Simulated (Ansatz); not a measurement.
**Where Mg_Al puts its levels in the gap of AlN (F-43m)**

Wanted: the transition levels of a substitutional impurity in AlN (F-43m), from a cell of 54 host atoms with 1 Al taken out and 1 Mg put in.

Program: Ansatz 0.2.0. Level of theory: place-levels on r2SCAN runs: charge-transition levels and formation energies with image-charge correction and potential alignment at the atomic sites; PAW set soft_1. Results are calculated unless marked as measured.

### 1. The starting structure

The cell holds 54 atoms: 26 Al, 27 N and 1 Mg. Cell: a = 9.269 Å, b = 9.269 Å, c = 9.269 Å, α = 60.0°, β = 60.0°, γ = 60.0°. It derives from AlN (space group F-43m). Nearest the centre at fractional (0.333, 0.667, 0.667): Mg35 at 0.00 Å, N34 at 1.89 Å, N30 at 1.89 Å, N18 at 1.89 Å, N36 at 1.89 Å, Al23 at 3.09 Å, Al31 at 3.09 Å, Al5 at 3.09 Å.

As a file:

```xyz
54
Lattice="0.0000 6.5542 6.5542 6.5542 0.0000 6.5542 6.5542 6.5542 0.0000" Properties=species:S:1:pos:R:3 pbc="T T T"
Al    0.0000    0.0000    0.0000
N     1.0924    1.0924    1.0924
Al    2.1847    2.1847    0.0000
N     3.2771    3.2771    1.0924
Al    4.3695    4.3695    0.0000
N     5.4618    5.4618    1.0924
Al    2.1847    0.0000    2.1847
N     3.2771    1.0924    3.2771
Al    4.3695    2.1847    2.1847
N     5.4618    3.2771    3.2771
Al    6.5542    4.3695    2.1847
N     7.6466    5.4618    3.2771
Al    4.3695    0.0000    4.3695
N     5.4618    1.0924    5.4618
Al    6.5542    2.1847    4.3695
N     7.6466    3.2771    5.4618
Al    8.7389    4.3695    4.3695
N     9.8313    5.4618    5.4618
Al    0.0000    2.1847    2.1847
N     1.0924    3.2771    3.2771
Al    2.1847    4.3695    2.1847
N     3.2771    5.4618    3.2771
Al    4.3695    6.5542    2.1847
N     5.4618    7.6466    3.2771
Al    2.1847    2.1847    4.3695
N     3.2771    3.2771    5.4618
Al    4.3695    4.3695    4.3695
N     5.4618    5.4618    5.4618
Al    6.5542    6.5542    4.3695
N     7.6466    7.6466    5.4618
Al    4.3695    2.1847    6.5542
N     5.4618    3.2771    7.6466
Al    6.5542    4.3695    6.5542
N     7.6466    5.4618    7.6466
Mg    8.7389    6.5542    6.5542
N     9.8313    7.6466    7.6466
Al    0.0000    4.3695    4.3695
N     1.0924    5.4618    5.4618
Al    2.1847    6.5542    4.3695
N     3.2771    7.6466    5.4618
Al    4.3695    8.7389    4.3695
N     5.4618    9.8313    5.4618
Al    2.1847    4.3695    6.5542
N     3.2771    5.4618    7.6466
Al    4.3695    6.5542    6.5542
N     5.4618    7.6466    7.6466
Al    6.5542    8.7389    6.5542
N     7.6466    9.8313    7.6466
Al    4.3695    4.3695    8.7389
N     5.4618    5.4618    9.8313
Al    6.5542    6.5542    8.7389
N     7.6466    7.6466    9.8313
Al    8.7389    8.7389    8.7389
N     9.8313    9.8313    9.8313
```

Known beforehand: the electronic dielectric constant, 4.64, and the static one, 8.51, computed on the host (DFPT, PBEsol, on the r2SCAN cell), and a cell off the functional's own equilibrium shifts the ionic part.

The cell's shortest repeat is 9.3 Å.

### 2. What was run first

Levels follow from differences of total energies between charge states, each relaxed by itself.

Each atom starts 0.05 Å or so off its site in a random direction: a symmetric start keeps its symmetry, and would miss off-centre moves and Jahn–Teller distortions. Forces are taken at one point at (¼, ¼, ¼). The cell holds 1 electron more than the neutral one, with a uniform background that keeps it neutral on the whole.

The sampling was tested on the host first: at the k-points planned (1x1x1 shifted 0.25 0.25 0.25) its energy lies 0.045 eV an atom from the dense-mesh value, so the final energies take a denser sampling.

One state's input; the others differ in charge, spin, start and seed, and in occupations where the table says so.

The input, qm1.relax/input.yaml:

```yaml
crystal:
  lattice:
    - [0.0, 2.18472995, 2.18472995]
    - [2.18472995, 0.0, 2.18472995]
    - [2.18472995, 2.18472995, 0.0]
  atoms:
    - { symbol: Al, position: [0.0, 0.0, 0.0] }
    - { symbol: "N", position: [0.25, 0.25, 0.25] }
  supercell: [3, 3, 3]
  defects: [{ substitution: { at: 34, symbol: Mg } }]
total_charge: -1
basis:
  ecutwfc: 500
  xc_grid: 2
hamiltonian:
  xc: r2scan
  pseudopotentials: { kind: paw, azcp: { folder: soft_1 } }
kpoints:
  mp_grid: { grid: [1, 1, 1], shift: [0.25, 0.25, 0.25] }
scf:
  occupations: { method: fixed }
  max_iter: 60
output:
  forces: true
  charged_corrections: { epsilon: 4.64, static_epsilon: 8.51 }
relax:
  f_tol: 0.02
  max_steps: 80
  random_displacement: { amplitude: 0.05, seed: 1505 }
checkpoint:
  write: "../qm1.relax.run"
  compress: false
  write_wavefunctions: true
  write_every: 100000
```

The run is started by

```
ansatz run input.yaml --threads 4 --pin off --max-ram 7536MiB --backend cpu --events-out ev --progress --plain --runs-dir out
```

The relaxed structure is kept and the sampling changed to a 2×2×2 shifted mesh.

The run of this state that the levels use, under r2SCAN:

The input, qm1.point/input.yaml:

```yaml
crystal:
  checkpoint: "../qm1.relax.run"
  host: checkpoint
total_charge: -1
basis:
  ecutwfc: 500
  xc_grid: 2
hamiltonian:
  xc: r2scan
  pseudopotentials: { kind: paw, azcp: { folder: soft_1 } }
kpoints:
  mp_grid: { grid: [2, 2, 2], shift: [0.5, 0.5, 0.5] }
scf:
  occupations: { method: fermi_dirac, width: 0.01 }
  max_iter: 60
output:
  forces: true
  eigenvalues: true
  charged_corrections:
    epsilon: 4.64
    static_epsilon: 8.51
    defect_position: [0.333333, 0.666667, 0.666667]
  eigenstates: { localisation: true }
  populations: true
  band_densities: [{ bands: [v1, v1] }, { bands: [c1, c1] }]
  write_density: true
  write_potential: true
  volumetric_format: npy
  elf: true
checkpoint:
  read: "../qm1.relax.run"
  write: "../qm1.point.run"
  compress: false
  write_wavefunctions: false
  write_every: 100000
```

Relaxations under r2SCAN at one point at (¼, ¼, ¼); times on 4 threads of Arm Neoverse V1, shared host:

| charge | moment (μB) | occupations | outcome | steps | largest displacement against the far atoms (Å) | time |
| --- | --- | --- | --- | --- | --- | --- |
| −1 | 0 | fixed | converged | 5 | 0.13 | 47 s |
| 0 | 1 | fixed | converged | 9 | 0.20 | 3.4 min |
| +1 | 0 | fixed | converged | 7 | 0.16 | 2.6 min |
| +1 | 2 | fixed | converged | 7 | 0.18 | 2.9 min |

Single points under r2SCAN at a 2×2×2 shifted mesh; times on 4 threads of Arm Neoverse V1, shared host:

| charge | moment (μB) | occupations | outcome | time |
| --- | --- | --- | --- | --- |
| −1 | 0 | fermi-dirac | converged | 48 s |
| 0 | 1 | fermi-dirac | converged | 2.2 min |
| +1 | 0 | fermi-dirac | converged | 59 s |
| +1 | 2 | fermi-dirac | converged | 2 min |

Distances (Å) from Mg35 to the nearest atoms after relaxation with r2SCAN:

| charge | moment (μB) | 1. | 2. | 3. | 4. | 5. | 6. |
| --- | --- | --- | --- | --- | --- | --- | --- |
| −1 | 0 | N 2.01 | N 2.01 | N 2.01 | N 2.02 | Al 3.09 | Al 3.09 |
| 0 | 1 | N 2.00 | N 2.01 | N 2.01 | N 2.12 | Al 3.05 | Al 3.06 |
| +1 | 0 | N 2.00 | N 2.05 | N 2.05 | N 2.05 | Al 3.09 | Al 3.09 |
| +1 | 2 | N 1.98 | N 2.08 | N 2.08 | N 2.08 | Al 3.08 | Al 3.08 |

### 3. Placing the levels, r2SCAN

A charged cell interacts with its images and the background, and its potential has another zero than the host's. place-levels removes the first by a point-charge model, screened by the static dielectric constant since the ions have relaxed around the charge, and the second by comparing potentials at atoms far from the defect.

The host is a run of the defect-free crystal in the same cutoffs, grids and k-points, so that basis and sampling errors cancel in part in the differences. The host is run in a cell of 2 atoms on a matching mesh. Its band edges are searched through the zone by a band path, so the gap is smaller than, or equal to, that on the mesh. Chemical potentials are energies per atom of Al (fcc) and Mg (hcp), run with the same functional and cutoff.

The input, levels.point.yaml:

```yaml
host:
  run: host.point.run
states: [qm1.point.run, q0_M1.point.run, qp1.point.run, qp1_M2.point.run]
geometry_from:
  qm1.point.run: qm1.relax.run
  q0_M1.point.run: q0_M1.relax.run
  qp1.point.run: qp1.relax.run
  qp1_M2.point.run: qp1_M2.relax.run
  host.point.run: host.relax.run
chemical_potentials:
  Al:
    energy: -540.418346
    dataset: <sha256 of the dataset>
  Mg:
    energy: -1926.407918
    dataset: "<sha256 of the dataset>"
epsilon: 4.64
static_epsilon: 8.51
vertical:
  - { from: qm1.point.run, to: qm1.point_neutral.run }
  - { from: qp1.point.run, to: qp1.point_neutral.run }
  - { from: qp1_M2.point.run, to: qp1_M2.point_neutral.run }
```

The run is started by

```
ansatz place-levels levels.point.yaml -- --threads 4 --pin off --max-ram 7536MiB
```

Numbers of over 12 decimals in the logs are rounded to 6 here.

The program printed:

```text
[... repeated set-up lines and file paths are left out, and long positions are rounded to six places ...]
(+1/0) 0.018 eV beneath the valence edge, in the valence band
(0/-1) 0.558 eV above the valence edge, 3.361 eV under the conduction edge
formation energy of charge +1: +3.777 eV with the Fermi level at the valence edge
formation energy of charge 0: +3.758 eV with the Fermi level at the valence edge
formation energy of charge -1: +4.316 eV with the Fermi level at the valence edge
vertical -1 to 0: no energy, since no alignment is typed
  the change from vertical[0].from (qm1.point.run) to vertical[0].to (qm1.point_neutral.run): by its potential at epsilon 4.64 it stands at 0.414 0.748 0.746, with an rms radius of about 2.6 Å (1.5 1.5 1.5 Å across the planes of the cell's vectors); [...]
vertical +1 to 0: no energy, since no alignment is typed
  the change from vertical[1].from (qp1.point.run) to vertical[1].to (qp1.point_neutral.run): by its potential at epsilon 4.64 it stands at 0.459 0.791 0.791, with an rms radius of about 3.3 Å (1.9 1.9 1.9 Å across the planes of the cell's vectors); [...]
vertical +1 to 0: no energy, since no alignment is typed
  the change from vertical[2].from (qp1_M2.point.run) to vertical[2].to (qp1_M2.point_neutral.run): by its potential at epsilon 4.64 it stands at 0.420 0.752 0.753, with an rms radius of about 2.0 Å (1.2 1.2 1.2 Å across the planes of the cell's vectors); [...]
  edges by r2scan, gap 3.918 eV; the host is sampled to repeats of 18.54 Å
  the defect's cells are sampled to repeats of 18.54 Å, like sampling
  charge +1: -26456.7478 eV with its correction of +0.201 eV, at epsilon 8.51, aligned at sites: -0.0949 eV, mean over 19 atomic sites at or beyond 4.63 Å from the host's site at [0.3332, 0.6666, 0.6666] by the defect at [0.3333, 0.6667, 0.6667], with [...]
  charge 0: +0.000 eV for its dipole among its images, +0.054 omitted
  states[1] (q0_M1.point.run): levels filled in part (TS 0.003 eV): its energy is of no whole electron's
  charge -1: -26442.8069 eV with its correction of +0.259 eV, at epsilon 8.51, aligned at sites: +0.0365 eV, mean over 19 atomic sites at or beyond 4.63 Å from the host's site at [0.3332, 0.6666, 0.6666] by the defect at [0.3333, 0.6667, 0.6667], with [...]
  charge +1: states[2] (qp1.point.run) stands 0.130 eV higher, with a moment of 0.00 μB against 2.00
  states[2] (qp1.point.run): levels filled in part (TS 0.017 eV): its energy is of no whole electron's
  of states[3] (qp1_M2.point.run): its alignment with the host at atomic sites is doubtful: the mean over the far sites moves by -0.1906 eV from their farther parts to their nearer, more than 0.05 eV. [...]
  of states[1] (q0_M1.point.run): the far atoms show a dipole or second moment of the defect's charge, for which the correction takes or leaves out 0.054 eV: further moments aren't read, and the relaxed atoms' own pattern can pass for one, so compare a larger [...]
  of states[0] (qm1.point.run): it parts from the run at its places by a charge that spreads by about 1.5 Å along one vector (1.3 Å or more is wide), by its potential at epsilon 4.64, taken for that of held ions (one typed too small widens it), where the cell [...]
  of states[2] (qp1.point.run): how wide its charge is, is not read beside other atoms or cores, and a band state would take no correction. [...]
  of vertical[0].from (qm1.point.run): it parts from the run at its places by a charge that spreads by about 1.5 Å along one vector (1.3 Å or more is wide), by its potential at epsilon 4.64, taken for that of held ions (one typed too small widens it), where [...]
  vertical[0].to (qm1.point_neutral.run): levels filled in part (TS 0.010 eV): its energy is of no whole electron's
  of vertical[0].to (qm1.point_neutral.run): stability_check_not_made
  vertical[1].from (qp1.point.run): levels filled in part (TS 0.017 eV): its energy is of no whole electron's
  of vertical[1].from (qp1.point.run): it parts from the run at its places by a charge that spreads by about 1.9 Å along one vector (1.3 Å or more is wide), by its potential at epsilon 4.64, taken for that of held ions (one typed too small widens it), where [...]
  vertical[1].to (qp1.point_neutral.run): levels filled in part (TS 0.005 eV): its energy is of no whole electron's
  of vertical[1].to (qp1.point_neutral.run): stability_check_not_made
  of vertical[2].from (qp1_M2.point.run): stability_check_not_made
  vertical[2].to (qp1_M2.point_neutral.run): levels filled in part (TS 0.005 eV): its energy is of no whole electron's
  of vertical[2].to (qp1_M2.point_neutral.run): it set out from the moments of a save, which an earlier run chose (saved_moments_taken); stability_check_not_made
```

Run time: 0.46 s. Hardware: 4 threads of Arm Neoverse V1, shared host.

Levels between the charges placed, in eV above the valence top:

|  | gap (eV) | (+1/0) | (0/−1) |
| --- | --- | --- | --- |
| r2SCAN | 3.92 | -0.02 | 0.56 |

Corrections by state:

| charge | moment (μB) | image terms and alignment (eV) | band filling (eV) | ε used | over the lowest of its charge, as the program ranks them, band filling apart (eV) |
| --- | --- | --- | --- | --- | --- |
| +1 | 2.0 | 0.201 | - | 8.51 | 0.000 |
| 0 | 1.0 | 0.000 | - | - | 0.000 |
| −1 | 0.0 | 0.259 | - | 8.51 | 0.000 |
| +1 | 0.0 | 0.135 | - | 8.51 | 0.130 |

The charged structures listed were also run neutral, and place-levels reads from each pair, by the potential or the spins, how wide the charge is by which they differ; that can be the carrier of either run.

| charge | rms radius (Å) | spread where it is widest against the cell (Å) | wide from (Å) | reading |
| --- | --- | --- | --- | --- |
| +1 | 2.0 | 1.17 | 1.31 | narrow |
| −1 | 2.6 | 1.51 | 1.31 | wide |

The neutral runs of these pairs need not share the spin of the lowest neutral state, and very wide values only mean spread over the cell.

From the program's caveats on the states, each cut to its opening words:

- charge +1 (2 μB): its alignment with the host at atomic sites is doubtful: the mean over the far sites moves by -0.1906 eV from their farther parts to their nearer, more than [...]
- charge +1 (2 μB): the host's ions (past the first shell or, of a walk that freed a part, those that it held) aren't shown at rest: they stand up to 0.057 Å off their sites, 1.09 [...]
- charge +1 (2 μB), 0 (1 μB): flagged: stability check not made
- charge 0 (1 μB): the far atoms show a dipole or second moment of the defect's charge, for which the correction takes or leaves out 0.054 eV: further moments aren't read, and [...]
- charge −1: it parts from the run at its places by a charge that spreads by about 1.5 Å along one vector (1.3 Å or more is wide), by its potential at epsilon 4.64, taken [...]
- charge −1: its alignment with the host at atomic sites is doubtful: the mean over the far sites moves by +0.1824 eV from their farther parts to their nearer, more than [...]
- charge +1: how wide its charge is, is not read beside other atoms or cores, and a band state would take no correction
- charge +1: its alignment with the host at atomic sites is doubtful: the mean over the far sites moves by -0.1462 eV from their farther parts to their nearer, more than [...]

The host's formation energy from the elements is -1.603 eV per atom; it sets how far the chemical potentials can move.

Limit set by the element alone; other compounds of these elements are not counted. Chemical potentials from the elements' reference states: Al 0.00 eV, N -3.21 eV, Mg 0.00 eV. Formation energy by charge state (Al-rich; gap 3.92 eV):

| charge | at valence top (eV) | at conduction bottom (eV) | correction included (eV) |
| --- | --- | --- | --- |
| +1 | 3.78 | 7.69 | 0.20 |
| 0 | 3.76 | 3.76 | 0.00 |
| −1 | 4.32 | 0.40 | 0.26 |

```csv
Fermi level (eV),lowest formation energy (eV)
0.00,3.76
0.36,3.76
0.71,3.60
1.07,3.25
1.42,2.89
1.78,2.54
2.14,2.18
2.49,1.82
2.85,1.47
3.21,1.11
3.56,0.75
3.92,0.40
```

Limit set by the element alone; other compounds of these elements are not counted. Chemical potentials from the elements' reference states: N 0.00 eV, Al -3.21 eV, Mg 0.00 eV. Formation energy by charge state (N-rich; gap 3.92 eV):

| charge | at valence top (eV) | at conduction bottom (eV) | correction included (eV) |
| --- | --- | --- | --- |
| +1 | 0.57 | 4.49 | 0.20 |
| 0 | 0.55 | 0.55 | 0.00 |
| −1 | 1.11 | -2.81 | 0.26 |

(Fermi level (eV), lowest formation energy (eV)): (0.00, 0.55), (0.36, 0.55), (0.71, 0.40), (1.07, 0.04), (1.42, -0.31), (1.78, -0.67), (2.14, -1.03), (2.49, -1.38), (2.85, -1.74), (3.21, -2.10), (3.56, -2.45), (3.92, -2.81)

### 4. Effect of the sampling

The relaxations' own energies give the levels at their sampling, for comparison.

The input, levels.relax_mesh.yaml:

```yaml
host:
  run: host.relax.run
states: [qm1.relax.run, q0_M1.relax.run, qp1.relax.run, qp1_M2.relax.run]
chemical_potentials:
  Al:
    energy: -540.418346
    dataset: <sha256 of the dataset>
  Mg:
    energy: -1926.407918
    dataset: "<sha256 of the dataset>"
```

The run is started by

```
ansatz place-levels levels.relax_mesh.yaml -- --threads 4 --pin off --max-ram 7536MiB
```

The program printed:

```text
(+1/0) 0.130 eV above the valence edge, 3.740 eV under the conduction edge
(0/-1) 0.650 eV above the valence edge, 3.220 eV under the conduction edge
formation energy of charge +1: +3.436 eV with the Fermi level at the valence edge
formation energy of charge 0: +3.566 eV with the Fermi level at the valence edge
formation energy of charge -1: +4.216 eV with the Fermi level at the valence edge
  edges by r2scan, gap 3.870 eV; the host is sampled to repeats of 9.27 Å
[... the lines on each state left out ...]
```

Wall time 0.14 s (4 threads).

Levels between neighbouring charges, in eV above the valence top:

|  | gap (eV) | (+1/0) | (0/−1) |
| --- | --- | --- | --- |
| one point at (¼, ¼, ¼) | 3.87 | 0.13 | 0.65 |
| a 2×2×2 shifted mesh | 3.92 | -0.02 | 0.56 |

Going from one point at (¼, ¼, ¼) to a 2×2×2 shifted mesh moves the levels that carry no band-filling term by up to 0.15 eV and formation energies against the elements by up to 0.34 eV.

### 5. What came out

```
gap of the host                                                          : 3.92 eV (r2SCAN)
level (plus 1/0)                                                         : 0.02 eV below the valence top
level (0/minus 1)                                                        : 0.56 eV above the valence top
lowest of the charges placed, just above the valence top (0.02 eV)       : 0
lowest of the charges placed, just below the conduction bottom (0.02 eV) : −1
lowest formation energy at mid-gap of the charges run, Al-rich           : 2.36 eV
lowest formation energy at mid-gap of the charges run, N-rich            : -0.85 eV
```

**Reading.** Of the charges placed (−1, 0 and +1), the lowest changes at 0.56 eV (0/−1) above the valence top, in a gap of 3.92 eV. (+1/0) lies 0.02 eV from a band edge, less than the doubt on such levels. Charges below −1 were not placed, so these runs say nothing of levels that involve them. States placed: +1 at 2 μB and 0 μB; 0 at 1 μB; −1 at 0 μB. Other spin states or structures, where not listed, weren't placed. Mg is taken at its element; compounds, which aren't counted here, bound the chemical potentials and would shift these formation energies. Going from one point at (¼, ¼, ¼) to a 2×2×2 shifted mesh moves the levels that carry no band-filling term by up to 0.15 eV and formation energies against the elements by up to 0.34 eV. The program doubts the alignment of potentials for at least one state, a sign that the cell is small. Keep in mind: r2SCAN makes the gap too small and tends to spread out bound carriers; where a gas molecule sets a chemical potential or the host's formation energy, its binding is uncorrected; force components of up to 0.49 eV/Å remain in a run at the final settings.

[Logs are printed without paths, hosts, clocks, repeated set-up lines and the standing remarks that a program may print on its own settings, such as how far it seeks lower states.]

[Hosts, paths, dates, database ids (printed as entryN), source tags and the programs' standing remarks are cut or masked in the printed files.]

[Where a table of states has a column of steps, it counts the stored structures, which are thinned; the runs took as many ionic steps or more.]

[A defect's name tells the site on which it was built; relaxed atoms can leave that site.]

[For some hosts the program warned that the k-mesh of the response run may be too coarse for force constants and the static dielectric constant; such warnings are not shown here.]
